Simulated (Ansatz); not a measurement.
## Sc on Ta(110): change of the work function

How does Sc on the shortbridge site change the work function of Ta(110) as the layer fills?

Program: Ansatz 0.2.0. Level of theory: plane-wave DFT, PBE, Ansatz PAW, in the first sound run; inputs show where later runs differ. Results are calculated unless marked as measured.

**1. The structure**

The cell holds 4 atoms: 4 Ta. Cell: a = 2.867 Å, b = 2.867 Å, c = 25.022 Å, α = 90.0°, β = 90.0°, γ = 70.5°. Vacuum lies along c.

**2. The clean slab**

The bare slab comes first, as the zero from which every change is counted. The two lowest layers are held at bulk places and the upper ones relax. The dipole correction removes the false field that a one-sided slab makes across the periodic vacuum, so each face gets a flat vacuum level of its own.

input.yaml

```yaml
crystal:
  lattice:
    - [2.3405234457, -1.655, 0.0]
    - [2.3405234457, 1.655, 0.0]
    - [0.0, 0.0, 25.0215703372]
  atoms:
    - { symbol: Ta, position: [0.0, 0.0, 0.3596896549] }
    - { symbol: Ta, position: [0.5, 0.5, 0.453229885] }
    - { symbol: Ta, position: [0.0, 0.0, 0.546770115] }
    - { symbol: Ta, position: [0.5, 0.5, 0.6403103451] }
kpoints:
  mp_grid: { grid: [11, 11, 1] }
hamiltonian:
  xc: pbe
scf:
  occupations: { method: fermi_dirac, width: 0.1 }
  convergence: { dr2_threshold: 1.0e-08 }
efield:
  axis: 3
  dipole_correction: true
  ramp_position: 0.97
  ramp_width: 0.06
relax:
  f_tol: 0.02
  max_steps: 60
  constraints: [{ sites: [0, 1] }]
output:
  write_potential: true
  write_density: true
  volumetric_format: npy
```

Command:

```
$ ansatz run input.yaml --threads 4 --pin off --max-ram 6144MiB --backend cpu --events-out ev --progress --plain --runs-dir out
```

Numbers of over 12 decimals in the logs are rounded to 6 here.

The log of the run:

```text
Engine: ansatz 0.2.0, x86_64-unknown-linux-gnu
Pseudopotentials: kind: paw
Pseudopotential: Ta, paw, valence charge 13, recommended cutoff 420 eV (normal), Ta.paw.azcp
Functional definition: PBE
  parameter kappa = 0.804
  parameter beta = 0.066725
  exchange = pbe_x(kappa = kappa, mu = beta*pi^2/3)
  correlation = pbe_c(beta = beta)
Crystal: 4 atoms, lattice volume = 193.845 Å³
Basis set: ecut = 420 eV, 3793 PW (Γ), exchange–correlation on 40×40×360 points (8 copies of the dense FFT grid, shifted against one another)
Bands: 32, of which v1, the nominal top of the filled ones, is band 26 counted from 1 (25 counted from 0)
Symmetry: 4 space group operations
k-points: 36 of 121
Non-local potential: Ta, projectors of the file, l = 0: 3, l = 1: 2, l = 2: 2, l = 3: 1
PAW form: soft (Blöchl's): semilocal exchange-correlation on the pseudo side does not see the compensation charge
PAW one-centre angular grid: Ta, 590 points (default); XC on 64 Gauss nodes
Initial density: superposition of atomic densities (neutral atoms: chi_scale 0, normalization atom), corrected by the library's trained network
Initial wavefunctions: pseudopotential atomic-orbital guess
Functional: x = pbe(κ = 0.804, μ = 0.219515), c = pbe(β = 0.066725)
SCF iter   1: F=—  HF=-39726.816541 eV  |F-HF|=—  |Δ(HF+E_count)|=         —  Δρ=5.74e-3  dr2=1.29e0  ethr=1.77e-3  p=0.000 e·Å  D=1.48e-13 V/Å  ΔV_dip=-0.00 eV  dr2_dipole=4.39e-7  V_vac-E_F(+/−)=4.99/4.99 eV  ⟨swp⟩=7.2  Hψ=5576  notcnv=0
efield: sawtooth ramp at fractional position 0.9700 (set: `efield.ramp_position`, or a place that a band, a saddle search or an elastic batch's reference lends), width 0.0600; the density the first Hamiltonian is built on has a dipole p = 0.000 e·Å; the dipole correction subtracts the counter field D = 1.48e-13 V/Å, which shifts the + side's vacuum level by -0.00 eV against the − side's; the planar-averaged density in the ramp window peaks in size at 1.7e-5 e/Å³
preconditioner: auto → LDOS  [metal: Δε(μ)=0.046 eV  Ē_g=3.857 eV  σ=0.100 eV  W_gap=0.12  n_scr=16 (ndim 8)  ℏωp=11.9 eV  f_vac=0.544  D(μ)=5.13/eV (n_scr^D=16)  β→1.0]
SCF iter   2: F=—  HF=-39726.773628 eV  |F-HF|=—  |Δ(HF+E_count)|=   4.29e-2  Δρ=1.67e-3  dr2=2.11e-2  ethr=1.77e-3  p=0.000 e·Å  D=8.42e-6 V/Å  ΔV_dip=-0.00 eV  dr2_dipole=7.31e-7  V_vac-E_F(+/−)=4.81/4.81 eV  ⟨swp⟩=1.6  Hψ=1466  notcnv=0
SCF iter   3: F=—  HF=-39726.774082 eV  |F-HF|=—  |Δ(HF+E_count)|=   4.54e-4  Δρ=4.43e-4  dr2=2.61e-3  ethr=4.06e-5  p=-0.000 e·Å  D=-7.84e-7 V/Å  ΔV_dip=0.00 eV  dr2_dipole=1.40e-8  V_vac-E_F(+/−)=4.83/4.83 eV  ⟨swp⟩=2.1  Hψ=1567  notcnv=0
SCF iter   4: F=—  HF=-39726.774095 eV  |F-HF|=—  |Δ(HF+E_count)|=   1.31e-5  Δρ=1.28e-4  dr2=3.01e-5  ethr=5.02e-6  p=-0.000 e·Å  D=-7.58e-7 V/Å  ΔV_dip=0.00 eV  dr2_dipole=4.91e-10  V_vac-E_F(+/−)=4.82/4.82 eV  ⟨swp⟩=2.1  Hψ=1523  notcnv=0
SCF iter   5: F=—  HF=-39726.774098 eV  |F-HF|=—  |Δ(HF+E_count)|=   2.85e-6  Δρ=3.69e-5  dr2=2.38e-6  ethr=5.78e-8  p=-0.000 e·Å  D=-7.70e-7 V/Å  ΔV_dip=0.00 eV  dr2_dipole=2.46e-11  V_vac-E_F(+/−)=4.82/4.82 eV  ⟨swp⟩=3.1  Hψ=2302  notcnv=0
SCF iter   6: F=—  HF=-39726.773979 eV  |F-HF|=—  |Δ(HF+E_count)|=   1.19e-4  Δρ=1.37e-5  dr2=8.21e-7  ethr=4.58e-9  p=-0.000 e·Å  D=-2.30e-7 V/Å  ΔV_dip=0.00 eV  dr2_dipole=6.46e-12  V_vac-E_F(+/−)=4.82/4.82 eV  ⟨swp⟩=2.4  Hψ=2082  notcnv=0
SCF iter   7: F=—  HF=-39726.773979 eV  |F-HF|=—  |Δ(HF+E_count)|=   1.32e-7  Δρ=3.00e-6  dr2=2.00e-8  ethr=1.58e-9  p=-0.000 e·Å  D=-1.76e-7 V/Å  ΔV_dip=0.00 eV  dr2_dipole=6.84e-13  V_vac-E_F(+/−)=4.82/4.82 eV  ⟨swp⟩=2.3  Hψ=1940  notcnv=0
SCF iter   8: F=-39726.773979 eV  HF=-39726.773979 eV  |F-HF|=6.39e-9  |Δ(HF+E_count)|=   5.47e-8  Δρ=8.65e-7  dr2=2.48e-9  ethr=1.92e-11  p=-0.000 e·Å  D=-7.04e-8 V/Å  ΔV_dip=0.00 eV  dr2_dipole=4.98e-14  V_vac-E_F(+/−)=4.82/4.82 eV  ⟨swp⟩=10.8  Hψ=8619  notcnv=0
SCF 1 converged in 8 iterations: F = -39726.773979 eV  dr2 = 2.48e-9
  greatest PAW one-centre occupation: 0.999 electrons in one spin orbital (limit 2), on the Ta atom at site 0 (counted from 0), in its partial waves of l = 0
relax step   1: F+E_penalty+E_count = -39726.77397877 eV  Δ(F+E_penalty+E_count) = +0.000e0 eV  max|allowed force component| = 4.103e-1 eV/Å  Δτ_max = 0.0000 Å  (8 SCF iters, accepted)
Initial density: handed on by an earlier stage of this run
Initial wavefunctions: those handed on with the density
iter 1 solved again at ethr=2.45e-3 eV; its pass at ethr=3.10e-3 eV (dr2=1.27e0 eV) is discarded
SCF iter   1: F=—  HF=-39726.851561 eV  |F-HF|=—  |Δ(HF+E_count)|=         —  Δρ=1.00e-2  dr2=1.16e0  ethr=2.45e-3  p=0.000 e·Å  D=9.12e-7 V/Å  ΔV_dip=-0.00 eV  dr2_dipole=9.11e-3  V_vac-E_F(+/−)=4.85/4.85 eV  ⟨swp⟩=1.0  Hψ=4664  notcnv=0
efield: sawtooth ramp at fractional position 0.9700 (set: `efield.ramp_position`, or a place that a band, a saddle search or an elastic batch's reference lends), width 0.0600; the density the first Hamiltonian is built on has a dipole p = 0.000 e·Å; the dipole correction subtracts the counter field D = 9.12e-7 V/Å, which shifts the + side's vacuum level by -0.00 eV against the − side's; the planar-averaged density in the ramp window peaks in size at 9.5e-6 e/Å³
preconditioner: auto → LDOS  [metal: Δε(μ)=0.019 eV  Ē_g=3.964 eV  σ=0.100 eV  W_gap=0.05  n_scr=16 (ndim 8)  ℏωp=11.9 eV  f_vac=0.554  D(μ)=4.72/eV (n_scr^D=16)  β→1.0]
SCF iter   2: F=—  HF=-39726.787298 eV  |F-HF|=—  |Δ(HF+E_count)|=   6.43e-2  Δρ=5.89e-3  dr2=3.23e-1  ethr=2.23e-3  p=0.015 e·Å  D=1.39e-2 V/Å  ΔV_dip=-0.35 eV  dr2_dipole=2.01e-4  V_vac-E_F(+/−)=4.47/4.81 eV  ⟨swp⟩=3.0  Hψ=1855  notcnv=0
SCF iter   3: F=—  HF=-39726.754317 eV  |F-HF|=—  |Δ(HF+E_count)|=   3.30e-2  Δρ=1.75e-3  dr2=2.77e-2  ethr=6.20e-4  p=0.007 e·Å  D=6.07e-3 V/Å  ΔV_dip=-0.15 eV  dr2_dipole=7.87e-4  V_vac-E_F(+/−)=4.68/4.83 eV  ⟨swp⟩=3.0  Hψ=2217  notcnv=0
SCF iter   4: F=—  HF=-39726.750421 eV  |F-HF|=—  |Δ(HF+E_count)|=   3.90e-3  Δρ=4.06e-4  dr2=6.06e-4  ethr=5.33e-5  p=0.007 e·Å  D=6.51e-3 V/Å  ΔV_dip=-0.16 eV  dr2_dipole=7.51e-7  V_vac-E_F(+/−)=4.66/4.82 eV  ⟨swp⟩=2.8  Hψ=1965  notcnv=0
SCF iter   5: F=—  HF=-39726.750612 eV  |F-HF|=—  |Δ(HF+E_count)|=   1.91e-4  Δρ=1.22e-4  dr2=5.70e-5  ethr=1.17e-6  p=0.007 e·Å  D=6.34e-3 V/Å  ΔV_dip=-0.16 eV  dr2_dipole=2.47e-6  V_vac-E_F(+/−)=4.66/4.82 eV  ⟨swp⟩=2.1  Hψ=1658  notcnv=0
SCF iter   6: F=—  HF=-39726.750623 eV  |F-HF|=—  |Δ(HF+E_count)|=   1.07e-5  Δρ=3.78e-5  dr2=1.87e-5  ethr=1.10e-7  p=0.007 e·Å  D=6.09e-3 V/Å  ΔV_dip=-0.15 eV  dr2_dipole=5.48e-6  V_vac-E_F(+/−)=4.67/4.82 eV  ⟨swp⟩=2.3  Hψ=1795  notcnv=0
SCF iter   7: F=—  HF=-39726.750625 eV  |F-HF|=—  |Δ(HF+E_count)|=   2.09e-6  Δρ=1.61e-5  dr2=3.09e-6  ethr=3.61e-8  p=0.006 e·Å  D=6.02e-3 V/Å  ΔV_dip=-0.15 eV  dr2_dipole=1.93e-7  V_vac-E_F(+/−)=4.67/4.82 eV  ⟨swp⟩=1.8  Hψ=1354  notcnv=0
SCF iter   8: F=—  HF=-39726.750503 eV  |F-HF|=—  |Δ(HF+E_count)|=   1.22e-4  Δρ=3.36e-6  dr2=5.29e-8  ethr=5.95e-9  p=0.006 e·Å  D=5.94e-3 V/Å  ΔV_dip=-0.15 eV  dr2_dipole=1.93e-9  V_vac-E_F(+/−)=4.67/4.82 eV  ⟨swp⟩=2.1  Hψ=1398  notcnv=0
SCF iter   9: F=-39726.750503 eV  HF=-39726.750503 eV  |F-HF|=8.13e-9  |Δ(HF+E_count)|=   3.33e-8  Δρ=1.21e-6  dr2=7.28e-9  ethr=1.92e-11  p=0.006 e·Å  D=5.93e-3 V/Å  ΔV_dip=-0.15 eV  dr2_dipole=1.38e-9  V_vac-E_F(+/−)=4.67/4.82 eV  ⟨swp⟩=11.3  Hψ=9177  notcnv=0
SCF 2 converged in 9 iterations: F = -39726.750503 eV  dr2 = 7.28e-9
  greatest PAW one-centre occupation: 1.000 electrons in one spin orbital (limit 2), on the Ta atom at site 3 (counted from 0), in its partial waves of l = 0
relax step   2: F+E_penalty+E_count = -39726.75050283 eV  Δ(F+E_penalty+E_count) = +2.348e-2 eV  max|allowed force component| = 8.002e-1 eV/Å  Δτ_max = 0.1925 Å  (9 SCF iters, rejected (line search))
iter 1 solved again at ethr=8.74e-4 eV; its pass at ethr=3.10e-3 eV (dr2=4.55e-1 eV) is discarded
SCF iter   1: F=—  HF=-39726.828477 eV  |F-HF|=—  |Δ(HF+E_count)|=         —  Δρ=5.81e-3  dr2=4.52e-1  ethr=8.74e-4  p=0.006 e·Å  D=5.93e-3 V/Å  ΔV_dip=-0.15 eV  dr2_dipole=6.56e-3  V_vac-E_F(+/−)=4.65/4.80 eV  ⟨swp⟩=1.4  Hψ=4051  notcnv=0
efield: sawtooth ramp at fractional position 0.9700 (set: `efield.ramp_position`, or a place that a band, a saddle search or an elastic batch's reference lends), width 0.0600; the density the first Hamiltonian is built on has a dipole p = 0.006 e·Å; the dipole correction subtracts the counter field D = 5.93e-3 V/Å, which shifts the + side's vacuum level by -0.15 eV against the − side's; the planar-averaged density in the ramp window peaks in size at 5.6e-6 e/Å³
preconditioner: auto → LDOS  [metal: Δε(μ)=0.009 eV  Ē_g=3.837 eV  σ=0.100 eV  W_gap=0.02  n_scr=16 (ndim 8)  ℏωp=11.9 eV  f_vac=0.547  D(μ)=5.41/eV (n_scr^D=16)  β→1.0]
SCF iter   2: F=—  HF=-39726.801798 eV  |F-HF|=—  |Δ(HF+E_count)|=   2.67e-2  Δρ=3.15e-3  dr2=6.56e-2  ethr=8.70e-4  p=-0.002 e·Å  D=-2.17e-3 V/Å  ΔV_dip=0.05 eV  dr2_dipole=3.34e-3  V_vac-E_F(+/−)=4.88/4.82 eV  ⟨swp⟩=2.8  Hψ=1790  notcnv=0
SCF iter   3: F=—  HF=-39726.794878 eV  |F-HF|=—  |Δ(HF+E_count)|=   6.92e-3  Δρ=1.10e-3  dr2=1.29e-2  ethr=1.26e-4  p=0.002 e·Å  D=2.33e-3 V/Å  ΔV_dip=-0.06 eV  dr2_dipole=1.21e-3  V_vac-E_F(+/−)=4.76/4.82 eV  ⟨swp⟩=2.7  Hψ=2252  notcnv=0
SCF iter   4: F=—  HF=-39726.793423 eV  |F-HF|=—  |Δ(HF+E_count)|=   1.45e-3  Δρ=2.91e-4  dr2=9.55e-4  ethr=2.48e-5  p=0.002 e·Å  D=1.91e-3 V/Å  ΔV_dip=-0.05 eV  dr2_dipole=1.97e-4  V_vac-E_F(+/−)=4.77/4.82 eV  ⟨swp⟩=2.0  Hψ=1522  notcnv=0
SCF iter   5: F=—  HF=-39726.793406 eV  |F-HF|=—  |Δ(HF+E_count)|=   1.70e-5  Δρ=8.61e-5  dr2=4.85e-5  ethr=1.84e-6  p=0.002 e·Å  D=1.92e-3 V/Å  ΔV_dip=-0.05 eV  dr2_dipole=2.48e-6  V_vac-E_F(+/−)=4.77/4.82 eV  ⟨swp⟩=2.1  Hψ=1527  notcnv=0
SCF iter   6: F=—  HF=-39726.793388 eV  |F-HF|=—  |Δ(HF+E_count)|=   1.77e-5  Δρ=2.46e-5  dr2=1.70e-6  ethr=9.33e-8  p=0.002 e·Å  D=2.06e-3 V/Å  ΔV_dip=-0.05 eV  dr2_dipole=6.53e-8  V_vac-E_F(+/−)=4.77/4.82 eV  ⟨swp⟩=2.5  Hψ=2015  notcnv=0
SCF iter   7: F=—  HF=-39726.793267 eV  |F-HF|=—  |Δ(HF+E_count)|=   1.21e-4  Δρ=8.43e-6  dr2=2.74e-7  ethr=3.27e-9  p=0.002 e·Å  D=2.11e-3 V/Å  ΔV_dip=-0.05 eV  dr2_dipole=2.09e-8  V_vac-E_F(+/−)=4.77/4.82 eV  ⟨swp⟩=2.7  Hψ=2147  notcnv=0
SCF iter   8: F=—  HF=-39726.793268 eV  |F-HF|=—  |Δ(HF+E_count)|=   1.69e-7  Δρ=2.38e-6  dr2=3.62e-8  ethr=5.28e-10  p=0.002 e·Å  D=2.16e-3 V/Å  ΔV_dip=-0.05 eV  dr2_dipole=1.02e-11  V_vac-E_F(+/−)=4.76/4.82 eV  ⟨swp⟩=2.1  Hψ=1551  notcnv=0
SCF iter   9: F=-39726.793268 eV  HF=-39726.793268 eV  |F-HF|=2.05e-9  |Δ(HF+E_count)|=   2.41e-8  Δρ=8.53e-7  dr2=4.11e-9  ethr=1.92e-11  p=0.002 e·Å  D=2.18e-3 V/Å  ΔV_dip=-0.05 eV  dr2_dipole=3.79e-10  V_vac-E_F(+/−)=4.76/4.82 eV  ⟨swp⟩=10.7  Hψ=8745  notcnv=0
SCF 3 converged in 9 iterations: F = -39726.793268 eV  dr2 = 4.11e-9
relax step   3: F+E_penalty+E_count = -39726.79326767 eV  Δ(F+E_penalty+E_count) = -1.929e-2 eV  max|allowed force component| = 1.481e-2 eV/Å  Δτ_max = 0.0866 Å  (9 SCF iters, accepted)
NSCF: frozen V_eff on 36 k-points
the search or the solves at the SCF's close seem to have found levels that the self-consistency loop had missed (the run counts 1). By its estimate they hold under 1e-12 electrons; where the run keeps them, the occupations were computed again with them
SCF converged after 9 iterations
Free energy (F): -39726.793268 eV
Harris-Foulkes:  -39726.793268 eV  (|F-HF|=2.05e-9)
Internal energy: -39726.619239 eV  (E = F + TS)
E sigma→0 (E₀):  -39726.706253 eV
Entropy (-TS):   -0.174029 eV (-43.507 meV/atom)
Fermi energy:    4.111105 eV
Dipole field:    D = 0.002208 V/Å  (p = 0.002365 e·Å, saw-weighted, corrected)
Work function:   Φ+ = 4.7633 eV   Φ− = 4.8186 eV
Levels:          The Fermi level and band energies are counted from a zero that moves with the ramp; work functions are not
--- Per-component energies (eV) ---
  E_band       = -1175.886433
  E_kinetic    = 1457.869717
  E_local      = -55602.795209  (includes V_loc(G=0)·N_el)
  E_nonlocal   = 59.711656
  E_hartree    = 27085.726355
  E_xc         = -870.120434
  E_vxc        = -811.224902  (∫ρ·V_xc dr)
  E_paw        = -33585.923396  (= ΣΔE_a)
  E_vpaw       = -450.909322  (= ΣTr[D̂ρ^β])
  E_aug_tail   = 0.000571  (compensation charges beyond the density's cutoff)
  E_efield     = 0.000003  (sawtooth field / dipole correction)
  E_vefield    = 0.002354  (∫n·V_field dr)
  E_ewald      = 21728.911498
  E_smearing   = -0.174029  (= −TS)
  E_closure    = -0.000000  (closes the sum)
  Σ components = -39726.793268   (vs F -39726.793268, Δ=0.00e0)
--- Forces (eV/Å), atoms counted from 1 ---
  atom   1  Ta     0.00000000     0.00000000     0.43185861
  atom   2  Ta     0.00000000     0.00000000    -0.43830924
  atom   3  Ta     0.00000000     0.00000000    -0.00836137
  atom   4  Ta     0.00000000     0.00000000     0.01481138
  max |Σ_I F_I| component: 6.21e-7 eV/Å
--- Band table (eV; the first three rows and the last of 36) ---
  k-point 0: bands = [... 22 lower, 3.5810, 3.8003, 3.9062, 4.4734, 4.5172, 4.6568, 5.1217, 5.3437, ... 2 higher]
  k-point 1: bands = [... 22 lower, 3.4820, 3.7735, 3.9079, 4.2246, 4.4284, 4.7556, 5.0015, 5.2219, ... 2 higher]
  k-point 2: bands = [... 22 lower, 3.3103, 3.5831, 3.7412, 3.8835, 4.0548, 4.2846, 5.3467, 5.5402, ... 2 higher]
  k-point 35: bands = [... 22 lower, 2.8106, 3.3602, 3.9139, 5.4541, 5.5909, 6.2755, 6.5731, 6.8718, ... 2 higher]
--- Relaxed structure (3 steps of the walk, 2 accepted, 0 SCFs on fresh bases) ---
  F+E_penalty+E_count = -39726.79326767 eV   max|allowed force component| = 1.481e-2 eV/Å
  atoms:
    - { symbol: Ta, position: [0.0, 0.0, 0.3596896549] }
    - { symbol: Ta, position: [0.5, 0.5, 0.453230] }
    - { symbol: Ta, position: [0.0, 0.0, 0.546963] }
    - { symbol: Ta, position: [0.5, 0.5, 0.636847] }
```

Elapsed: 11 s, on 4 threads of AMD EPYC 9R45, shared host; peak memory 0.7 GiB.

The steps of the relaxation:

```csv
step,energy less that of the first step (eV),largest force component (eV/Å)
1,0.0000,0.4103
2,0.0235,0.8002
3,-0.0193,0.0148
```

Relaxation step 2 was tried and not accepted.

Forces are held to the 4 operations that the run works with; a distortion that breaks them can't arise in this run.

The atoms that moved most (Å):

```csv
atom,dx,dy,dz,length
Ta4,0.000,0.000,-0.087,0.087
```

This step gave:

| Property | Result |
| --- | --- |
| energy at zero smearing | -39726.7063 eV |
| work function, upper face | 4.763 eV |
| work function, lower face | 4.819 eV |
| dipole along the normal | 0.002365 e·Å |
| step between the vacuum levels | -0.05525 eV |

Running mean over 2.341 Å of the planar mean; the ramp of the sawtooth is left out. The electron's electrostatic potential energy less the Fermi level by z:

z (Å), electron's electrostatic potential energy less the Fermi level (eV) and a bar from the least value:
```
      3.5        4.8 ##############################
      4.0        4.8 ##############################
      4.5        4.8 ##############################
      5.0        4.8 ##############################
      5.5        4.8 ##############################
      6.0        4.6 ##############################
      6.5        4.2 #############################
      7.0        3.0 ##########################
      7.5       -0.2 ####################
      8.0       -5.2 ###########
      8.5       -8.9 ####
      9.0      -10.1 #
      9.5      -10.1 #
     10.0      -10.0 ##
     10.5      -10.0 ##
     11.0      -10.0 ##
     11.5      -10.0 ##
     12.0      -10.0 ##
     12.5       -9.9 ##
     13.0       -9.9 ##
     13.5      -10.0 ##
     14.0      -10.3 #
     14.5      -10.7 
     15.0      -10.9 
     15.5      -10.6 #
     16.0      -10.1 #
     16.5       -8.6 ####
     17.0       -4.6 ############
     17.5        0.3 #####################
     18.0        3.2 ###########################
     18.5        4.2 #############################
     19.0        4.6 ##############################
     19.5        4.7 ##############################
     20.0        4.7 ##############################
     20.5        4.8 ##############################
     21.0        4.8 ##############################
     21.5        4.8 ##############################
```

The relaxation took 3 steps and lowered the energy by 0.019 eV; the largest force on the free atoms ends at 0.015 eV/Å.

The work function of the upper face is 4.76 eV.

(Continued in part 2 of 5.)

[Logs are printed without paths, hosts, clocks, repeated set-up lines and the standing remarks that a program may print on its own settings, such as how far it seeks lower states.]

[Hosts, paths, dates, database ids (printed as entryN), source tags and the programs' standing remarks are cut or masked in the printed files.]

[Maps of the electrostatic potential energy from Ansatz leave out the sawtooth potential of an applied field or a dipole correction, so their vacuum need not be flat; planar profiles and work functions include it.]
